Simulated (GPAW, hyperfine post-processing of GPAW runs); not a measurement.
# K2MgFe2O4: working out a paramagnetic 25Mg shift

A spin-polarised calculation (DFT, revPBE+U, plane-wave PAW, GPAW setups, collinear spin, scalar-relativistic; GPAW) with all Fe moments parallel (S = 2 each) puts a spin density ρ↑ − ρ↓ of 0.04332 e/Å³, counted along the moments, at one Mg nucleus (4 Fe through links of 84° (4) and 103° (2)). Take g = 2, spin-only moments and Θ = 0 K (a pure Curie law); γ/2π of 25Mg is -2.6083 MHz/T.

**Task.** Find the contact field, the hyperfine constant and the contact shift at 330 K and 270 K, supposing that the crystal is a paramagnet with these local moments at both.

1. A spin density ρ_s carries a moment density μB ρ_s, and the contact field is B_c = (2μ₀/3) μB ρ_s. For 1 e/Å³ that is 7.769 T, so B_c = 0.3366 T.

2. With H = A S·I summed over the ions, A = γB_c/(2πS) = -2.6083 × 0.3366 / 2 = -0.439 MHz.

3. In a field B0 the paramagnet reaches only a fraction of saturation, M/M_sat = g μB (S + 1) B0 / [3 k_B (T − Θ)]. At 330 K this is 4.0710e-03 per tesla, or 0.957 % at 2.35 T.

4. The shift is that fraction of B_c over B0, so B0 drops out: δ = 0.3366 × 4.0710e-03 × 10⁶ = 1370 ppm at 330 K.

5. At 270 K it scales by (330 − Θ)/(270 − Θ) = 1.222, to 1670 ppm.

6. The sign says that the spin at the nucleus is parallel to the Fe moments, as where half-filled orbitals delocalise onto the site. Over this level and the 2 others of the session's ladder with the same moment and an open gap (any hybrids aside), the field runs from 0.261 to 0.337 T. Spin flips in this cell gave a rough Θ of -172 K, not relied on, which would scale the first shift by 0.66. Orbital and pseudocontact parts are not included.

[Hosts, paths, dates, database ids (printed as entryN), source tags and the programs' standing remarks are cut or masked in the printed files.]
